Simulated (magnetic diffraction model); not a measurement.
## Solving a magnetic structure from powder neutron data: Nd2Cd17C3

Space group R-3m (no. 166), a = 10.4330 Å, c = 14.5500 Å.

```
site  atom       x       y       z
  6c    Nd     1/3     2/3  0.0126
  6c    Cd     1/3     2/3  0.7606
 18h    Cd  0.5067  0.0134  0.1491
 18f    Cd  0.7163  0.7163       0
  9d    Cd     1/3     1/6     1/6
  9e     C       0     1/2       0
```

The compound is invented for this exercise: a known structure type with other elements, its cell scaled to their sizes and not relaxed.

Only Nd is taken to order (form factors of Nd3+); orders and moment sizes are assumed, and not adapted to the symmetry. Radiation: neutrons of λ = 2.0775 Å (absorption by Cd left out), 3° to 45°; isotropic B of 0.46 Å² (Nd), 0.51 Å² (Cd) and 0.88 Å² (C). Simulated constant-wavelength pattern: nuclear and magnetic terms add, the magnetic one as |2.695 fm × Σ f S⊥ exp(2πi Q·r) exp(−B s²)|², summed over all Q at one angle with the factor 1/(sin²θ cos θ). For collinear order S is the moment m, which repeats by lattice and centring translations R with the sign exp(−2πi k·R). Free-ion form factors, Sears's scattering lengths of 1992, no absorption; a label names one of the reflections at its angle. The strongest nuclear line in the range is 100, and lines under 0.2 are left out.

Above the ordering temperature:

| 2θ (°) | index | I |
| --- | --- | --- |
| 15.55 | (1 0 1) | 1.5 |
| 21.13 | (0 1 2) | 21.7 |
| 22.97 | (1 1 0) | 37.0 |
| 24.73 | (0 0 3) | 52.9 |
| 27.86 | (0 2 1) | 60.6 |
| 31.41 | (2 0 2) | 64.7 |
| 34.01 | (1 1 3) | 23.9 |
| 35.86 | (1 0 4) | 57.9 |
| 36.41 | (2 1 1) | 96.5 |
| 39.27 | (1 2 2) | 51.4 |
| 40.35 | (3 0 0) | 100.0 |
| 43.02 | (0 2 4) | 35.9 |
| 44.05 | (0 1 5) | 4.3 |

Below it (cell unchanged):

| 2θ (°) | I |
| --- | --- |
| 10.52 | 130.7 |
| 15.55 | 1.5 |
| 17.71 | 63.0 |
| 19.34 | 52.6 |
| 21.13 | 21.7 |
| 22.97 | 37.0 |
| 24.08 | 52.6 |
| 24.73 | 52.9 |
| 25.32 | 17.8 |
| 27.32 | 3.0 |
| 27.86 | 60.6 |
| 29.15 | 24.4 |
| 30.20 | 23.7 |
| 31.41 | 64.7 |
| 31.92 | 2.2 |
| 33.52 | 26.6 |
| 33.87 | 8.7 |
| 34.01 | 23.9 |
| 34.45 | 9.9 |
| 35.86 | 57.9 |
| 36.41 | 96.5 |
| 37.44 | 11.2 |
| 37.75 | 12.6 |
| 38.28 | 7.2 |
| 39.27 | 51.4 |
| 39.69 | 2.1 |
| 40.35 | 100.0 |
| 41.03 | 9.9 |
| 41.32 | 8.8 |
| 41.82 | 10.4 |
| 42.39 | 12.1 |
| 43.02 | 35.9 |
| 43.13 | 0.7 |
| 44.05 | 4.3 |
| 44.38 | 12.7 |
| 44.66 | 8.5 |

**Question.** Check that the new lines index with k = (1/2 1/2 0), then choose among these models:
A. collinear moments along [100], 3.2 μB on Nd; signs + at (1/3, 2/3, 0.0126), + at (1/3, 2/3, 0.3207)
B. collinear moments along [120], 3.2 μB on Nd; signs + at (1/3, 2/3, 0.0126), − at (1/3, 2/3, 0.3207)
C. collinear moments along [100], 3.2 μB on Nd; signs + at (1/3, 2/3, 0.0126), − at (1/3, 2/3, 0.3207)
D. collinear moments along [120], 3.2 μB on Nd; signs + at (1/3, 2/3, 0.0126), + at (1/3, 2/3, 0.3207)

The new lines index as (1/2 -1/2 1) at 10.52°, (-1/2 1/2 2) at 17.71°, (-1/2 3/2 1) at 19.34° and (3/2 -1/2 2) at 24.08°, that is as H ± k with k = (1/2 1/2 0), one of 3 inequivalent arms of its star (k and −k counted as one), which a powder can't tell apart. Half indices mean that the moments reverse under translations with k·R a half-integer, and the magnetic cell has twice the primitive volume.

Magnetic intensity, observed (below minus above) and for each model:

| 2θ (°) | index | observed | A | B | C | D |
| --- | --- | --- | --- | --- | --- | --- |
| 10.52 | (1/2 -1/2 1) | 130.7 | 48.4 | 130.7 | 102.2 | 61.9 |
| 11.43 | (1/2 1/2 0) | <0.2 | 135.6 | <0.2 | <0.2 | 45.2 |
| 17.71 | (-1/2 1/2 2) | 63.0 | 8.5 | 63.0 | 58.4 | 9.2 |
| 19.86 | (3/2 -3/2 0) | <0.2 | 14.8 | <0.2 | <0.2 | 44.5 |
| 24.08 | (3/2 -1/2 2) | 52.6 | 7.3 | 52.6 | 50.0 | 7.7 |
| 27.32 | (1/2 1/2 3) | 3.0 | 55.8 | 3.0 | 3.3 | 50.6 |
| 31.92 | (3/2 -3/2 3) | 2.2 | 29.9 | 2.2 | 1.8 | 38.2 |
| 39.69 | (5/2 -1/2 3) | 2.1 | 38.7 | 2.1 | 2.3 | 36.4 |

Model B matches.

The absence at (1/2 1/2 0) is telling: the sublattices cancel there.

The structure used: k = (1/2 1/2 0), collinear moments along [120], 3.2 μB on Nd; signs + at (1/3, 2/3, 0.0126), − at (1/3, 2/3, 0.3207).

[Logs are printed without paths, hosts, clocks, repeated set-up lines and the standing remarks that a program may print on its own settings, such as how far it seeks lower states.]
